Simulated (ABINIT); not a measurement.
# Cl (Cmce): G0W0 in ABINIT against the plane-wave cutoff

Wanted: the cheapest plane-wave cutoff that holds the gap of Cl (Cmce).

Method: PBE and many-body steps on it, plane waves, in ABINIT 10.8.3.

## (1) Set-up

The structure is orthorhombic, space group Cmce (No. 64). Conventional cell: a = 6.290 Å, b = 4.500 Å, c = 8.210 Å, α = 90.00°, β = 90.00°, γ = 90.00°. Nearest to Cl lie 1 Cl at 2.02 Å.

The cell and positions come from the Crystallography Open Database and are kept as given unless a step says otherwise.

## (2) Empty states on the mesh, 4×4×2 mesh, 368 bands

This step: ABINIT 10.8.3; DFT, PBE, plane waves, norm-conserving pseudopotentials.

The sums over transitions need many empty states on a uniform mesh; this step solves for them.

Input file run.abi:

```
acell 3*1.0 Angstrom
rprim 
  3.145000000000 -2.250000000000 0.000000000000
  3.145000000000 2.250000000000 0.000000000000
  0.000000000000 0.000000000000 8.210000000000
ntypat 1
znucl 17
natom 4
typat 1 1 1 1
xred 
  0.870000000000 0.130000000000 0.100000000000
  0.630000000000 0.370000000000 0.600000000000
  0.130000000000 0.870000000000 0.900000000000
  0.370000000000 0.630000000000 0.400000000000
pp_dirpath "pseudos"
pseudos "Cl.upf"
ecut 25
ngkpt 4 4 2
nshiftk 1
shiftk 0 0 0
kptopt 1
chksymbreak 0
irdden 1
istwfk *1
nband 368
prtvol 0
optdriver 6
gwr_task "HDIAGO"
paral_kgb 0
occopt 1
indata_prefix "in"
outdata_prefix "out"
tmpdata_prefix "tmp"
```

Command:

```
$ OMP_NUM_THREADS=1 mpirun -n 4 abinit run.abi > log
```

Numbers of over 12 decimals in the logs are rounded to 6 here.

The log of the run:

```text
.Version 10.8.3 of ABINIT. v10.8.2 released Aug 2026.

 Symmetries : space group Cm c a (# 64); Bravais oC (1-face-center ortho.)
[... echo of the input left out ...]
== DATASET  1 ==================================================================
-   mpi_nproc: 4, omp_nthreads: 1 (-1 if OMP is not activated)

--- !DatasetInfo
iteration_state: {dtset: 1, }
dimensions: {natom: 4, nkpt: 14, mband: 368, nsppol: 1, nspinor: 1, nspden: 1, mpw: 4726, }
cutoff_energies: {ecut:  25.0, pawecutdg:  -1.0, }
[...]
Indirect band gap semiconductor
 Fundamental gap:     2.469 (eV)
   VBM:    -0.824 (eV) at k: [ 5.0000E-01,  5.0000E-01,  0.0000E+00]
   CBM:     1.645 (eV) at k: [ 0.0000E+00,  0.0000E+00,  0.0000E+00]
 Direct gap:         2.525 (eV) at k: [ 0.0000E+00,  0.0000E+00,  0.0000E+00]

== END DATASET(S) ==============================================================
================================================================================

 -outvars: echo values of variables after computation  --------
           etotal      0.0000000000E+00
            nband         368
             nkpt          14
          spgroup          64
 [... the other variables as echoed above ...]

 Calculation completed.
```

Wall time 3.7 min (4 MPI ranks of Arm Neoverse V2, shared host); peak memory 5.1 GiB.

This step gave:

- gap: 2.469 eV
- k of the valence top: 0.5, 0.5, 0
- k of the conduction bottom: 0, 0, 0
- least direct gap: 2.525 eV
- k points computed: 14
- lowest point of the top converged band, above the valence top: 114.5408 eV

On this mesh the gap is 2.469 eV.

The density comes from a self-consistent run that is not shown.

## (3) Empty states on the mesh, 4×4×2 mesh, 109 bands

Edit run.abi of step 2 so:

```diff
@@ -16,3 +16,3 @@
 pseudos "Cl.upf"
-ecut 25
+ecut 15
 ngkpt 4 4 2
@@ -24,3 +24,3 @@
 istwfk *1
-nband 368
+nband 109
 prtvol 0
```

The log of the run:

```text
[banner, memory and clock lines left out]
.Version 10.8.3 of ABINIT. v10.8.2 released Aug 2026.

 Symmetries : space group Cm c a (# 64); Bravais oC (1-face-center ortho.)
[... echo of the input left out ...]
== DATASET  1 ==================================================================
-   mpi_nproc: 4, omp_nthreads: 1 (-1 if OMP is not activated)

--- !DatasetInfo
iteration_state: {dtset: 1, }
dimensions: {natom: 4, nkpt: 14, mband: 109, nsppol: 1, nspinor: 1, nspden: 1, mpw: 2192, }
cutoff_energies: {ecut:  15.0, pawecutdg:  -1.0, }
[...]
Integrated=    2.8000E+01

 === KS gaps after direct diagonalization ===
 Indirect band gap semiconductor
 Fundamental gap:     2.478 (eV)
   VBM:    -0.819 (eV) at k: [ 5.0000E-01,  5.0000E-01,  0.0000E+00]
   CBM:     1.659 (eV) at k: [ 0.0000E+00,  0.0000E+00,  0.0000E+00]
 Direct gap:         2.535 (eV) at k: [ 0.0000E+00,  0.0000E+00,  0.0000E+00]

== END DATASET(S) ==============================================================

 -outvars: echo values of variables after computation  --------
           etotal      0.0000000000E+00
            nband         109
             nkpt          14
          spgroup          64
 [... the other variables as echoed above ...]

 Calculation completed.
```

The job ended after 31 s (4 MPI ranks; peak memory 1.3 GiB; 2 min of CPU time).

This step gave:

```
gap                                                           : 2.478 eV
k of the valence top                                          : 0.5, 0.5, 0
k of the conduction bottom                                    : 0, 0, 0
least direct gap                                              : 2.535 eV
k points computed                                             : 14
lowest point of the top converged band, above the valence top : 44.03 eV
```

On this mesh the gap is 2.478 eV.

## (4) Empty states on the mesh, 4×4×2 mesh, 109 bands

Edit run.abi of step 3 so:

```diff
@@ -16,3 +16,3 @@
 pseudos "Cl.upf"
-ecut 15
+ecut 20
 ngkpt 4 4 2
```

The log of the run:

```text
[banner, memory and clock lines left out]
.Version 10.8.3 of ABINIT. v10.8.2 released Aug 2026.

 Symmetries : space group Cm c a (# 64); Bravais oC (1-face-center ortho.)
[... echo of the input left out ...]
== DATASET  1 ==================================================================
-   mpi_nproc: 4, omp_nthreads: 1 (-1 if OMP is not activated)

--- !DatasetInfo
iteration_state: {dtset: 1, }
dimensions: {natom: 4, nkpt: 14, mband: 109, nsppol: 1, nspinor: 1, nspden: 1, mpw: 3388, }
cutoff_energies: {ecut:  20.0, pawecutdg:  -1.0, }
[...]
Integrated=    2.8000E+01

 === KS gaps after direct diagonalization ===
 Indirect band gap semiconductor
 Fundamental gap:     2.468 (eV)
   VBM:    -0.821 (eV) at k: [ 5.0000E-01,  5.0000E-01,  0.0000E+00]
   CBM:     1.647 (eV) at k: [ 0.0000E+00,  0.0000E+00,  0.0000E+00]
 Direct gap:         2.525 (eV) at k: [ 0.0000E+00,  0.0000E+00,  0.0000E+00]

== END DATASET(S) ==============================================================

 -outvars: echo values of variables after computation  --------
           etotal      0.0000000000E+00
            nband         109
             nkpt          14
          spgroup          64
 [... the other variables as echoed above ...]

 Calculation completed.
```

Run time: 90 s. Hardware: 4 MPI ranks; peak memory 2.7 GiB.

Numbers from this step:

```
gap                                                           : 2.468 eV
k of the valence top                                          : 0.5, 0.5, 0
k of the conduction bottom                                    : 0, 0, 0
least direct gap                                              : 2.525 eV
k points computed                                             : 14
lowest point of the top converged band, above the valence top : 43.77 eV
```

On this mesh the gap is 2.468 eV.

## (5) Empty states on the mesh, 4×4×2 mesh, 111 bands

Edit run.abi of step 4 so:

```diff
@@ -16,3 +16,3 @@
 pseudos "Cl.upf"
-ecut 20
+ecut 31
 ngkpt 4 4 2
@@ -22,10 +22,10 @@
 chksymbreak 0
+iscf -2
 irdden 1
 istwfk *1
-nband 109
+nband 111
+nbdbuf 10
+tolwfr 1e-09
+nstep 60
 prtvol 0
-optdriver 6
-gwr_task "HDIAGO"
-paral_kgb 0
-occopt 1
 indata_prefix "in"
```

The log of the run:

```text
.Version 10.8.3 of ABINIT. v10.8.2 released Aug 2026.

 Symmetries : space group Cm c a (# 64); Bravais oC (1-face-center ortho.)
[... echo of the input left out ...]
== DATASET  1 ==================================================================
-   mpi_nproc: 4, omp_nthreads: 1 (-1 if OMP is not activated)

--- !DatasetInfo
iteration_state: {dtset: 1, }
dimensions: {natom: 4, nkpt: 14, mband: 111, nsppol: 1, nspinor: 1, nspden: 1, mpw: 6488, }
cutoff_energies: {ecut:  31.0, pawecutdg:  -1.0, }
[...]
1.48101    1.53865    1.54059    1.54431    1.55707    1.56308    1.56994    1.57106
   1.58908    1.59002    1.59899    1.59922    1.60041    1.60065    1.63675    1.63961
   1.64307    1.65244    1.67895    1.68374    1.70063    1.70796    1.72011
 prteigrs : prtvol=0 or 1, do not print more k-points.

== END DATASET(S) ==============================================================
================================================================================

 -outvars: echo values of variables after computation  --------
            nband         111
             nkpt          14
          spgroup          64
 [... the other variables as echoed above ...]

 Calculation completed.
```

Run time: 67 s. Hardware: 4 MPI ranks; peak memory 0.5 GiB; 4.4 min of CPU time.

Numbers from this step:

- gap: 2.469 eV
- k of the valence top: 0.5, 0.5, 0
- k of the conduction bottom: 0, 0, 0
- least direct gap: 2.525 eV
- k points computed: 14
- lowest point of the top converged band, above the valence top: 43.75 eV

On this mesh the gap is 2.469 eV.

## (6) Screening, 4×4×2 mesh, 101 bands, screening to 130.6 eV

The RPA dielectric matrix is built and inverted for each q.

This step: RPA screening on PBE, plane waves, norm-conserving pseudopotentials.

Edit run.abi of step 5 so:

```diff
@@ -16,3 +16,3 @@
 pseudos "Cl.upf"
-ecut 31
+ecut 15
 ngkpt 4 4 2
@@ -22,10 +22,11 @@
 chksymbreak 0
-iscf -2
-irdden 1
 istwfk *1
-nband 111
-nbdbuf 10
-tolwfr 1e-09
-nstep 60
-prtvol 0
+occopt 1
+irdwfk 1
+optdriver 3
+nband 101
+ecuteps 4.8
+inclvkb 2
+awtr 1
+symchi 1
 indata_prefix "in"
```

The log of the run:

```text
.Version 10.8.3 of ABINIT. v10.8.2 released Aug 2026.

 Symmetries : space group Cm c a (# 64); Bravais oC (1-face-center ortho.)
[... echo of the input left out ...]
== DATASET  1 ==================================================================
-   mpi_nproc: 4, omp_nthreads: 1 (-1 if OMP is not activated)

--- !DatasetInfo
iteration_state: {dtset: 1, }
dimensions: {natom: 4, nkpt: 14, mband: 101, nsppol: 1, nspinor: 1, nspden: 1, mpw: 2192, }
cutoff_energies: {ecut:  15.0, pawecutdg:  -1.0, }
electrons: {nelect:   2.80000000E+01, charge:   0.00000000E+00, occopt:   1.00000000E+00, tsmear:   1.00000000E-02, }

 SCREENING: Calculation of the susceptibility and dielectric matrices

 Based on a program developped by R.W. Godby, V. Olevano, G. Onida, and L. Reining.
 Incorporated in ABINIT by V. Olevano, G.-M. Rignanese, and M. Torrent.
.Using double precision arithmetic ; gwpc =  8

[... cell and pseudopotentials left out ...]
--------------------------------------------------------------------------------

 ==== K-mesh for the wavefunctions ====
 Number of points in the irreducible wedge :    14
[... list of points left out ...]
 Together with  8 symmetry operations and time-reversal symmetry
 yields    32 points in the full Brillouin Zone.

 ==== Q-mesh for the screening function ====
 Number of points in the irreducible wedge :    14
[... list of points left out ...]
 Together with  8 symmetry operations and time-reversal symmetry
 yields    32 points in the full Brillouin Zone.

 setmesh: FFT mesh size selected  =    24x   24x   48
          total number of points  =        27648

 vcoul_init : cutoff-mode = AUXILIARY_FUNCTION
 q-points for optical limit:   1
     1)      0.000010    0.000020    0.000030

- screening: taking advantage of time-reversal symmetry
- Maximum band index for partially occupied states nbvw = 14
- Remaining bands to be divided among processors   nbcw = 87
- Number of bands treated by each node ~21

 Number of electrons calculated from density =   28.0000; Expected =   28.0000
 average of density, n =  0.035710
 r_s =    1.8838
 omega_plasma =   18.2284 [eV]

 calculating chi0 at frequencies [eV] :
  1    0.000000E+00    0.000000E+00
  2    0.000000E+00    1.822838E+01

--------------------------------------------------------------------------------
  q-point number  1        q = ( 0.000000, 0.000000, 0.000000) [r.l.u.]
--------------------------------------------------------------------------------
[... chi0 elements left out ...]
 For q-point:  0.000010 0.000020 0.000030
  dielectric constant =   2.8036
  dielectric constant without local fields =   3.4534

  Average fulfillment of the sum rule on Im[epsilon] for q-point    1 :     66.32  [%]
[... wings left out ...]
  q-point number  2        q = ( 0.250000, 0.000000, 0.000000) [r.l.u.]
--------------------------------------------------------------------------------
[... chi0 elements left out ...]
  Average fulfillment of the sum rule on Im[epsilon] for q-point    2 :     71.48  [%]

 [... 12 further q-points ...]
```

Elapsed: 67 s, on 4 MPI ranks; peak memory 1.2 GiB.

Numbers from this step:

| Property | Result |
| --- | --- |
| ε∞ with local fields, on this mesh, along the program's q direction | 2.804 |
| the same without local fields | 3.453 |
| plasma frequency | 18.23 eV |
| plane waves in the screening matrix | 403 |

Local fields lower ε∞ by 19 %. On a Γ-centred mesh this coarse the value itself is usually too large, while a short band sum pulls it down.

## (7) 15 Ha

This step: G0W0 on PBE, plane waves, norm-conserving pseudopotentials.

Edit run.abi of step 6 so:

```diff
@@ -25,8 +25,17 @@
 irdwfk 1
-optdriver 3
+optdriver 4
 nband 101
+gwcalctyp 0
+ecutsigx 15
+symsigma 1
+nkptgw 2
+kptgw 
+  0.5000000000 0.5000000000 0.0000000000
+  0.0000000000 0.0000000000 0.0000000000
+bdgw 
+  13 16
+  13 16
 ecuteps 4.8
-inclvkb 2
-awtr 1
-symchi 1
+irdscr 1
+ppmodel 1
 indata_prefix "in"
```

The log of the run:

```text
.Version 10.8.3 of ABINIT. v10.8.2 released Aug 2026.

 Symmetries : space group Cm c a (# 64); Bravais oC (1-face-center ortho.)
[... echo of the input left out ...]
== DATASET  1 ==================================================================
-   mpi_nproc: 4, omp_nthreads: 1 (-1 if OMP is not activated)

--- !DatasetInfo
iteration_state: {dtset: 1, }
dimensions: {natom: 4, nkpt: 14, mband: 101, nsppol: 1, nspinor: 1, nspden: 1, mpw: 2192, }
cutoff_energies: {ecut:  15.0, pawecutdg:  -1.0, }
electrons: {nelect:   2.80000000E+01, charge:   0.00000000E+00, occopt:   1.00000000E+00, tsmear:   1.00000000E-02, }

 SIGMA: Calculation of the GW corrections

 Based on a program developped by R.W. Godby, V. Olevano, G. Onida, and L. Reining.
 Incorporated in ABINIT by V. Olevano, G.-M. Rignanese, and M. Torrent.
.Using double precision arithmetic ; gwpc =  8

[... cell and pseudopotentials left out ...]
--------------------------------------------------------------------------------

 ==== K-mesh for the wavefunctions ====
 Number of points in the irreducible wedge :    14
[... list of points left out ...]
 Together with  8 symmetry operations and time-reversal symmetry
 yields    32 points in the full Brillouin Zone.

 ==== Q-mesh for screening function ====
 Number of points in the irreducible wedge :    14
[... list of points left out ...]
 Together with  8 symmetry operations and time-reversal symmetry
 yields    32 points in the full Brillouin Zone.

 vcoul_init : cutoff-mode = AUXILIARY_FUNCTION
 q-points for optical limit:   1
     1)      0.000010    0.000020    0.000030
 setmesh: FFT mesh size selected  =    30x   30x   60
          total number of points  =        54000

 Number of electrons calculated from density =   28.0000; Expected =   28.0000
 average of density, n =  0.035710
 r_s =    1.8838
 omega_plasma =   18.2284 [eV]

 === KS Band Gaps ===
  >>>> For spin  1
   Minimum direct gap =   2.5348 [eV], located at k-point      :   0.0000  0.0000  0.0000
   Fundamental gap    =   2.4780 [eV], Top of valence bands at :   0.5000  0.5000  0.0000
                                       Bottom of conduction at :   0.0000  0.0000  0.0000
 SIGMA fundamental parameters:
 PLASMON POLE MODEL  1
 number of plane-waves for SigmaX                 2191
 number of plane-waves for SigmaC and W            403
 number of plane-waves for wavefunctions          2191
 number of bands                                   101
 number of independent spin polarizations            1
 number of spinorial components                      1
 number of k-points in IBZ                          14
 number of q-points in IBZ                          14
 number of symmetry operations                       8
 number of k-points in BZ                           32
 number of q-points in BZ                           32
 number of frequencies for dSigma/dE                 9
 frequency step for dSigma/dE [eV]                0.25
 number of omega for Sigma on real axis              0
 max omega for Sigma on real axis  [eV]           0.00
 zcut for avoiding poles [eV]                     0.10

 EPSILON^-1 parameters (SCR file):
 dimension of the eps^-1 matrix on file            403
 dimension of the eps^-1 matrix used               403
 number of plane-waves for wavefunctions          2191
 number of bands                                   101
 number of q-points in IBZ                          14
 number of frequencies                               2
 number of real frequencies                          1
 number of imag frequencies                          1

 matrix elements of self-energy operator (all in [eV])

 Perturbative Calculation

--- !SelfEnergy_ee
iteration_state: {dtset: 1, }
kpoint     : [   0.500,    0.500,    0.000, ]
spin       : 1
KS_gap     :    2.554
QP_gap     :    5.817
Delta_QP_KS:    3.263
data: !SigmaeeData |
     Band     E0 <VxcDFT>   SigX SigC(E0)      Z dSigC/dE  Sig(E)    E-E0       E
       13  -1.182 -14.308 -18.731   2.699   0.790  -0.266 -15.669  -1.361  -2.543
       14  -0.819 -14.660 -19.111   2.674   0.793  -0.261 -16.069  -1.409  -2.228
       15   1.735 -14.091  -8.988  -2.768   0.794  -0.259 -12.237   1.854   3.589
       16   1.924 -14.225  -9.053  -2.777   0.792  -0.263 -12.329   1.897   3.821

--- !SelfEnergy_ee
iteration_state: {dtset: 1, }
kpoint     : [   0.000,    0.000,    0.000, ]
spin       : 1
KS_gap     :    2.535
QP_gap     :    5.729
Delta_QP_KS:    3.194
data: !SigmaeeData |
     Band     E0 <VxcDFT>   SigX SigC(E0)      Z dSigC/dE  Sig(E)    E-E0       E
       13  -0.967 -14.499 -19.012   2.702   0.792  -0.262 -15.934  -1.435  -2.402
       14  -0.876 -14.695 -19.173   2.706   0.792  -0.263 -16.099  -1.404  -2.280
       15   1.659 -13.964  -8.968  -2.745   0.796  -0.256 -12.173   1.791   3.449
       16   2.216 -14.610  -9.212  -2.901   0.788  -0.269 -12.641   1.969   4.185

== END DATASET(S) ==============================================================
================================================================================

 -outvars: echo values of variables after computation  --------
           etotal      0.0000000000E+00
            nband         101
             nkpt          14
          spgroup          64
 [... the other variables as echoed above ...]

 Calculation completed.
```

It took 20 s on 4 MPI ranks; peak memory 1.5 GiB; 78 s of CPU time.

Numbers from this step:

```
G0W0 gap on the points computed              : 5.677 eV
starting gap on the mesh                     : 2.478 eV
k of the valence top                         : 0.5, 0.5, 0
k of the conduction bottom                   : 0, 0, 0
Z at the valence top                         : 0.793
Z at the conduction bottom                   : 0.796
least direct G0W0 gap on the computed points : 5.729 eV
```

(Continued in part 2 of 2.)

[Paths, hosts, dates, memory and timing lines, banners, echoed tables and standing remarks are left out of the program output.]

[Logs are printed without paths, hosts, clocks, repeated set-up lines and the standing remarks that a program may print on its own settings, such as how far it seeks lower states.]

[Runs of the session that timed out or met a known fault of the program may be left out.]

[Hosts, paths, dates, database ids (printed as entryN), source tags and the programs' standing remarks are cut or masked in the printed files.]

[G0W0 gaps are taken among the corrected bands and points alone; a level outside them can change the order at an edge.]

[Where Ansatz stands beside ABINIT at settings called matched, ABINIT's density can come from a denser mesh and the files from another edition; pairs whose starting gaps differed by over 0.03 eV were left out, so agreement reads better than it is.]
